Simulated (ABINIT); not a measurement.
**AgCl (Fm-3m): Bethe-Salpeter spectra with ABINIT**

Wanted: excitons and ε₂ of AgCl (Fm-3m), with cost.

Program: ABINIT 10.8.3. Level of theory: PBE and many-body steps on it, plane waves. Results are calculated unless marked as measured.

Report form: the programs' logs are mostly left out.

## (1) Starting point

It takes space group Fm-3m (No. 225, cubic). Conventional cell: a = 5.597 Å, b = 5.597 Å, c = 5.597 Å, α = 90.00°, β = 90.00°, γ = 90.00°. Ag has 6 Cl at 2.80 Å nearest. Cl has 6 Ag at 2.80 Å nearest. Farther neighbours and most contacts between anions are not listed.

 The runs that relaxed it are not among those shown.

## (2) Empty states on the mesh, 4×4×4 mesh, 105 bands

This step: ABINIT 10.8.3; DFT, PBE, plane waves, norm-conserving pseudopotentials.

The sums over transitions need many empty states on a uniform mesh; this step solves for them.

Input file run.abi:

```
acell 3*1.0 Angstrom
rprim 
  0.000000000000 2.798500000000 2.798500000000
  2.798500000000 0.000000000000 2.798500000000
  2.798500000000 2.798500000000 -0.000000000000
ntypat 2
znucl 47 17
natom 2
typat 1 2
xred 
  0.000000000000 0.000000000000 0.000000000000
  0.500000000000 0.500000000000 0.500000000000
pp_dirpath "pseudos"
pseudos "Ag.upf, Cl.upf"
ecut 37
ngkpt 4 4 4
nshiftk 1
shiftk 0 0 0
kptopt 1
chksymbreak 0
irdden 1
istwfk *1
nband 105
prtvol 0
optdriver 6
gwr_task "HDIAGO"
paral_kgb 0
occopt 1
indata_prefix "in"
outdata_prefix "out"
tmpdata_prefix "tmp"
```

Started as:

```bash
$ OMP_NUM_THREADS=1 mpirun -n 8 abinit run.abi > log
```

Elapsed: 24 s, on 8 MPI ranks of Arm Neoverse V2, shared host; peak memory 4.8 GiB; 3.2 min of CPU time.

Numbers from this step:

```
gap                                                           : 0.9214 eV
k of the valence top                                          : 0.5, 0, 0
k of the conduction bottom                                    : 0, 0, 0
least direct gap                                              : 3.124 eV
k points computed                                             : 8
lowest point of the top converged band, above the valence top : 81.0613 eV
```

On this mesh the gap is 0.921 eV.

The density comes from a self-consistent run that is not shown.

## (3) Screening, 4×4×4 mesh, 97 bands, screening to 149.7 eV

The RPA dielectric matrix is built and inverted for each q.

This step: RPA screening on PBE, plane waves, norm-conserving pseudopotentials.

run.abi, as its differences from that of step 2:

```diff
@@ -20,10 +20,11 @@
 chksymbreak 0
-irdden 1
 istwfk *1
-nband 105
-prtvol 0
-optdriver 6
-gwr_task "HDIAGO"
-paral_kgb 0
 occopt 1
+irdwfk 1
+optdriver 3
+nband 97
+ecuteps 5.5
+inclvkb 2
+awtr 1
+symchi 1
 indata_prefix "in"
```

The job ended after 10 s (8 MPI ranks; peak memory 1.2 GiB; 81 s of CPU time).

Numbers from this step:

```
ε∞ with local fields, on this mesh, along the program's q direction : 5.176
the same without local fields                                       : 5.623
plasma frequency                                                    : 28.60 eV
plane waves in the screening matrix                                 : 169
```

Local fields lower ε∞ by 8 %. On a Γ-centred mesh this coarse the value itself is usually too large, while a short band sum pulls it down.

## (4) Self-energy, 4×4×4 mesh, 97 bands, screening to 149.7 eV

The self-energy is evaluated for the states that the input lists, and the levels follow from it, in one-shot runs by the linearised quasiparticle equation.

This step: G0W0 on PBE, plane waves, norm-conserving pseudopotentials.

run.abi, as its differences from that of step 3:

```diff
@@ -23,8 +23,17 @@
 irdwfk 1
-optdriver 3
+optdriver 4
 nband 97
+gwcalctyp 0
+ecutsigx 37
+symsigma 1
+nkptgw 2
+kptgw 
+  0.5000000000 0.0000000000 0.0000000000
+  0.0000000000 0.0000000000 0.0000000000
+bdgw 
+  12 15
+  11 17
 ecuteps 5.5
-inclvkb 2
-awtr 1
-symchi 1
+irdscr 1
+ppmodel 1
 indata_prefix "in"
```

Run time: 4.2 s. Hardware: 8 MPI ranks; peak memory 1.3 GiB.

This step gave:

```
G0W0 gap on the points computed              : 2.13 eV
starting gap on the mesh                     : 0.9214 eV
k of the valence top                         : 0.5, 0, 0
k of the conduction bottom                   : 0, 0, 0
least direct G0W0 gap on the computed points : 4.545 eV
```

The gap on the mesh goes from 0.92 eV to 2.13 eV, a correction of +1.21 eV.

The gap opens by 1.209 eV; the next steps shift the empty bands rigidly by 1.209 eV. The least direct G0W0 gap is 4.545 eV, so this shift leaves the direct transitions −0.21 eV off.

## (5) Excitons

Optical absorption needs the electron-hole interaction, solved here in a basis of vertical transitions on the mesh.

This step: Bethe-Salpeter equation on PBE with a scissors shift, plane waves, norm-conserving pseudopotentials.

run.abi, as its differences from that of step 4:

```diff
@@ -23,17 +23,17 @@
 irdwfk 1
-optdriver 4
-nband 97
-gwcalctyp 0
-ecutsigx 37
-symsigma 1
-nkptgw 2
-kptgw 
-  0.5000000000 0.0000000000 0.0000000000
-  0.0000000000 0.0000000000 0.0000000000
-bdgw 
-  12 15
-  11 17
-ecuteps 5.5
+optdriver 99
+bs_calctype 1
+mbpt_sciss 1.209 eV
+bs_loband 6
+nband 15
+bs_exchange_term 1
+bs_coulomb_term 11
+bs_coupling 0
+bs_algorithm 1
+bs_freq_mesh 0 10 0.1 eV
+zcut 0.15 eV
+ecuteps 4
+ecutwfn 18.5
+inclvkb 2
 irdscr 1
-ppmodel 1
 indata_prefix "in"
```

Wall time 16 s (8 MPI ranks); peak memory 0.69 GiB.

Numbers from this step:

```
direct gap of the transition levels                            : 4.333 eV
transitions in the window                                      : 1024
first strong exciton (over a fiftieth of the strongest listed) : 3.772 eV
lowest state                                                   : 3.772 eV
binding of the lowest state below the direct gap               : 0.5608 eV
Coulomb term of one mesh cell                                  : 0.5602 eV
```

The binding is 1.0 times the screened Coulomb term of one mesh cell (0.56 eV), so it is not shown settled.

The lowest state lies at 3.772 eV, 0.561 eV under the direct gap.

Lines within 3 meV are set at the lowest of them, and the highest group, which the list may cut short, is left out. Lines of the exciton spectrum (strongest = 100):

```csv
position (eV),lines merged,"oscillator strength, relative"
3.772,3,100
3.796,2,0.2
3.888,3,0.1
4.207,2,0.1
4.270,1,45
4.274,2,87
```

Mean over the three Cartesian directions of q; broadening 0.15 eV; transition window only. Limits: finite bands, cutoff and mesh; d shell near the gap, gap tends to lie low; no spin-orbit coupling; coarse k mesh; exciton not shown settled in the k mesh. The ε₂ by photon energy; read off at these points:

```csv
photon energy (eV),BSE,no electron-hole interaction,"Kohn-Sham, no shift"
0.00,0,0,0
0.30,0.0108,0.0065,0.0138
0.50,0.0183,0.0109,0.0235
0.80,0.0305,0.0179,0.0396
1.10,0.0445,0.0256,0.0589
1.40,0.0615,0.0344,0.0838
1.60,0.0754,0.0412,0.105
1.90,0.102,0.0532,0.152
2.20,0.141,0.0684,0.230
2.40,0.178,0.0812,0.323
2.70,0.265,0.107,0.658
3.00,0.441,0.144,2.48
3.20,0.695,0.182,3.55
3.50,2.02,0.276,4.27
3.80,7.54,0.496,5.38
4.10,5.28,1.39,2.44
4.30,9.56,3.81,4.21
4.60,2.60,2.85,3.51
4.90,3.83,8.64,13.4
5.10,3.50,3.40,7.99
5.40,7.55,3.07,3.56
5.60,12.3,3.81,2.07
5.70,8.65,3.15,2.13
5.90,3.94,4.88,3.44
6.20,2.03,12.7,5.32
6.50,2.73,4.62,3.14
6.70,5.77,2.57,1.50
6.80,5.30,2.09,1.18
7.00,2.90,2.45,0.928
7.30,1.48,6.51,1.27
7.60,0.822,3.99,3.99
7.80,0.786,2.29,3.03
8.10,1.99,1.06,2.83
8.30,3.60,0.894,4.11
8.40,2.91,0.976,4.50
8.60,3.18,1.83,2.77
8.90,2.94,3.49,1.32
9.20,2.45,3.27,0.801
9.50,1.14,4.02,0.862
9.70,0.802,3.80,1.61
10.00,0.664,1.79,1.80
```

## (6) Triplet (no exchange term)

run.abi, as its differences from that of step 5:

```diff
@@ -28,3 +28,3 @@
 nband 15
-bs_exchange_term 1
+bs_exchange_term 0
 bs_coulomb_term 11
@@ -32,3 +32,3 @@
 bs_algorithm 1
-bs_freq_mesh 0 10 0.1 eV
+bs_freq_mesh 0 8 0.05 eV
 zcut 0.15 eV
```

The job ended after 16 s (8 MPI ranks; peak memory 0.69 GiB; 2.1 min of CPU time).

The lowest triplet lies at 3.701 eV; triplets are dark, so no spectrum is read.

## (7) Beyond Tamm-Dancoff

run.abi, as its differences from that of step 6:

```diff
@@ -28,5 +28,5 @@
 nband 15
-bs_exchange_term 0
+bs_exchange_term 1
 bs_coulomb_term 11
-bs_coupling 0
+bs_coupling 1
 bs_algorithm 1
```

Elapsed: 59 s, on 8 MPI ranks; peak memory 0.7 GiB; 7.8 min of CPU time.

Numbers from this step:

```
direct gap of the transition levels              : 4.333 eV
transitions in the window                        : 1024
lowest state                                     : 3.77 eV
binding of the lowest state below the direct gap : 0.5630 eV
Coulomb term of one mesh cell                    : 0.5602 eV
```

The binding is 1.0 times the screened Coulomb term of one mesh cell (0.56 eV), so it is not shown settled.

The lowest state lies at 3.770 eV, 0.563 eV under the direct gap.

The ε₂ has structure finer than the step of the table below, so its rows give means over 0.2 eV, whole bins alone (the curve runs from 0 to 7.95 eV). Peaks (eV: height): BSE 3.80: 7.52, 4.25: 9.66, 5.55: 12.8, 6.75: 5.73; no electron-hole interaction 4.90: 8.64, 6.15: 13.8, 7.30: 6.51; Kohn-Sham, no shift 3.65: 8.60, 4.95: 13.7, 6.10: 6.47, 7.60: 3.99.

Mean over the three Cartesian directions of q; broadening 0.15 eV; transition window only. Limits: finite bands, cutoff and mesh; d shell near the gap, gap tends to lie low; no spin-orbit coupling; coarse k mesh; exciton not shown settled in the k mesh. Table of ε₂ by photon energy; means over each step:

| photon energy (eV) | BSE | no electron-hole interaction | Kohn-Sham, no shift |
| --- | --- | --- | --- |
| 0.2 | 0.00711 | 0.00430 | 0.00920 |
| 0.4 | 0.0144 | 0.0087 | 0.0186 |
| 0.6 | 0.0221 | 0.0132 | 0.0287 |
| 0.8 | 0.0303 | 0.0179 | 0.0397 |
| 1.0 | 0.0393 | 0.0230 | 0.0521 |
| 1.2 | 0.0495 | 0.0284 | 0.0665 |
| 1.4 | 0.0612 | 0.0345 | 0.0840 |
| 1.6 | 0.0751 | 0.0412 | 0.106 |
| 1.8 | 0.0920 | 0.0490 | 0.134 |
| 2.0 | 0.113 | 0.0579 | 0.174 |
| 2.2 | 0.140 | 0.0685 | 0.232 |
| 2.4 | 0.177 | 0.0814 | 0.326 |
| 2.6 | 0.230 | 0.0973 | 0.509 |
| 2.8 | 0.310 | 0.118 | 0.973 |
| 3.0 | 0.445 | 0.145 | 2.56 |
| 3.2 | 0.708 | 0.182 | 3.47 |
| 3.4 | 1.37 | 0.239 | 3.12 |
| 3.6 | 3.72 | 0.330 | 6.96 |
| 3.8 | 6.82 | 0.506 | 5.60 |
| 4.0 | 4.70 | 0.947 | 2.61 |
| 4.2 | 7.97 | 2.46 | 3.24 |
| 4.4 | 6.26 | 3.53 | 3.71 |
| 4.6 | 2.72 | 3.07 | 3.73 |
| 4.8 | 2.87 | 6.78 | 8.99 |
| 5.0 | 3.99 | 5.84 | 11.7 |
| 5.2 | 3.67 | 2.66 | 5.71 |
| 5.4 | 7.78 | 3.17 | 3.55 |
| 5.6 | 11.4 | 3.76 | 2.16 |
| 5.8 | 5.66 | 3.65 | 2.60 |
| 6.0 | 3.32 | 8.63 | 5.24 |
| 6.2 | 2.09 | 11.9 | 5.43 |
| 6.4 | 2.17 | 5.88 | 3.91 |
| 6.6 | 4.13 | 3.65 | 2.25 |
| 6.8 | 5.11 | 2.19 | 1.22 |
| 7.0 | 2.96 | 2.55 | 0.945 |
| 7.2 | 1.87 | 5.10 | 1.02 |
| 7.4 | 1.09 | 5.51 | 2.00 |
| 7.6 | 0.813 | 3.98 | 3.68 |
| 7.8 | 0.796 | 2.33 | 3.13 |

## (8) Dielectric constant by perturbation theory

The response to a uniform field gives ε∞, a yardstick for the screening that GW builds on its mesh.

This step: DFT, PBE, linear response to an electric field, plane waves, norm-conserving pseudopotentials.

Input file run.abi:

```
acell 3*1.0 Angstrom
rprim 
  0.000000000000 2.798500000000 2.798500000000
  2.798500000000 0.000000000000 2.798500000000
  2.798500000000 2.798500000000 -0.000000000000
ntypat 2
znucl 47 17
natom 2
typat 1 2
xred 
  0.000000000000 0.000000000000 0.000000000000
  0.500000000000 0.500000000000 0.500000000000
pp_dirpath "pseudos"
pseudos "Ag.upf, Cl.upf"
ecut 37
ngkpt 8 8 8
nshiftk 1
shiftk 0.5 0.5 0.5
chksymbreak 0
ndtset 3
nband 13
occopt 1
istwfk *1
nstep 60
tolwfr1 1e-18
iscf2 -3
rfelfd2 2
kptopt2 2
getwfk2 1
tolwfr2 1e-18
rfelfd3 3
kptopt3 2
getwfk3 1
getddk3 2
tolvrs3 1e-08
rfdir 1 1 1
nqpt2 1
nqpt3 1
qpt 0 0 0
prtwf3 0
prtden 0
optforces1 0
optstress1 0
kptopt1 1
indata_prefix "in"
outdata_prefix "out"
tmpdata_prefix "tmp"
```

Wall time 4.8 min (8 MPI ranks); peak memory 1.2 GiB; 38 min of CPU time.

The field response gives a mean ε∞ of 5.00, which the model screening below takes as its input.

## (9) Model screening

This step: Bethe-Salpeter equation on PBE with a scissors shift, plane waves, norm-conserving pseudopotentials.

Input file run.abi:

```
acell 3*1.0 Angstrom
rprim 
  0.000000000000 2.798500000000 2.798500000000
  2.798500000000 0.000000000000 2.798500000000
  2.798500000000 2.798500000000 -0.000000000000
ntypat 2
znucl 47 17
natom 2
typat 1 2
xred 
  0.000000000000 0.000000000000 0.000000000000
  0.500000000000 0.500000000000 0.500000000000
pp_dirpath "pseudos"
pseudos "Ag.upf, Cl.upf"
ecut 37
ngkpt 4 4 4
nshiftk 1
shiftk 0 0 0
kptopt 1
chksymbreak 0
istwfk *1
occopt 1
irdwfk 1
optdriver 99
bs_calctype 1
mbpt_sciss 1.209 eV
bs_loband 6
nband 15
bs_exchange_term 1
bs_coulomb_term 21
bs_coupling 0
bs_algorithm 2
bs_freq_mesh 0 10 0.1 eV
zcut 0.15 eV
ecuteps 4
ecutwfn 18.5
inclvkb 2
mdf_epsinf 5
irdden 1
bs_haydock_niter 300
bs_haydock_tol -0.02 0
indata_prefix "in"
outdata_prefix "out"
tmpdata_prefix "tmp"
```

It took 13 s on 8 MPI ranks; peak memory 0.68 GiB; 1.7 min of CPU time.

Numbers from this step:

* direct gap of the transition levels: 4.333 eV
* transitions in the window: 1024
* Coulomb term of one mesh cell: 0.5802 eV

## (10) Empty states on the mesh, 6×6×6 mesh, 27 bands

This step: DFT, PBE, plane waves, norm-conserving pseudopotentials.

Input file run.abi:

```
acell 3*1.0 Angstrom
rprim 
  0.000000000000 2.798500000000 2.798500000000
  2.798500000000 0.000000000000 2.798500000000
  2.798500000000 2.798500000000 -0.000000000000
ntypat 2
znucl 47 17
natom 2
typat 1 2
xred 
  0.000000000000 0.000000000000 0.000000000000
  0.500000000000 0.500000000000 0.500000000000
pp_dirpath "pseudos"
pseudos "Ag.upf, Cl.upf"
ecut 37
ngkpt 6 6 6
nshiftk 1
shiftk 0.11 0.21 0.31
kptopt 3
chksymbreak 0
iscf -2
irdden 1
istwfk *1
nband 27
nbdbuf 4
tolwfr 1e-09
nstep 60
prtvol 0
indata_prefix "in"
outdata_prefix "out"
tmpdata_prefix "tmp"
```

Run time: 41 s. Hardware: 8 MPI ranks; peak memory 0.78 GiB.

Numbers from this step:

```
gap                                                           : 1.036 eV
k of the valence top                                          : -0.4817, -0.465, -0.4483
k of the conduction bottom                                    : 0.0183, 0.035, 0.0517
least direct gap                                              : 2.951 eV
k points computed                                             : 216
lowest point of the top converged band, above the valence top : 14.27 eV
```

On this mesh the gap is 1.036 eV.

## (11) Denser, shifted k mesh (6×6×6)

This step: Bethe-Salpeter equation on PBE with a scissors shift, plane waves, norm-conserving pseudopotentials.

run.abi, as its differences from that of step 10:

```diff
@@ -20,10 +20,23 @@
 chksymbreak 0
-iscf -2
+istwfk *1
+occopt 1
+irdwfk 1
+optdriver 99
+bs_calctype 1
+mbpt_sciss 1.209 eV
+bs_loband 6
+nband 15
+bs_exchange_term 1
+bs_coulomb_term 21
+bs_coupling 0
+bs_algorithm 2
+bs_freq_mesh 0 10 0.1 eV
+zcut 0.15 eV
+ecuteps 3
+ecutwfn 18.5
+inclvkb 2
+mdf_epsinf 5
 irdden 1
-istwfk *1
-nband 27
-nbdbuf 4
-tolwfr 1e-09
-nstep 60
-prtvol 0
+bs_haydock_niter 300
+bs_haydock_tol -0.02 0
 indata_prefix "in"
```

Run time: 2.3 min. Hardware: 8 MPI ranks; peak memory 4 GiB.

This step gave:

- direct gap of the transition levels: 4.160 eV
- transitions in the window: 3456
- Coulomb term of one mesh cell: 0.3868 eV

[end of part 1 of 2]

[Paths, hosts, dates, memory and timing lines, banners, echoed tables and standing remarks are left out of the program output.]

[Logs are printed without paths, hosts, clocks, repeated set-up lines and the standing remarks that a program may print on its own settings, such as how far it seeks lower states.]

[Runs of the session that timed out or met a known fault of the program may be left out.]

[No measured gap is set beside runs whose start may be inverted or whose files or cutoffs have a known fault.]

[Hosts, paths, dates, database ids (printed as entryN), source tags and the programs' standing remarks are cut or masked in the printed files.]

[G0W0 gaps are taken among the corrected bands and points alone; a level outside them can change the order at an edge.]

[Where Ansatz stands beside ABINIT at settings called matched, ABINIT's density can come from a denser mesh and the files from another edition; pairs whose starting gaps differed by over 0.03 eV were left out, so agreement reads better than it is.]
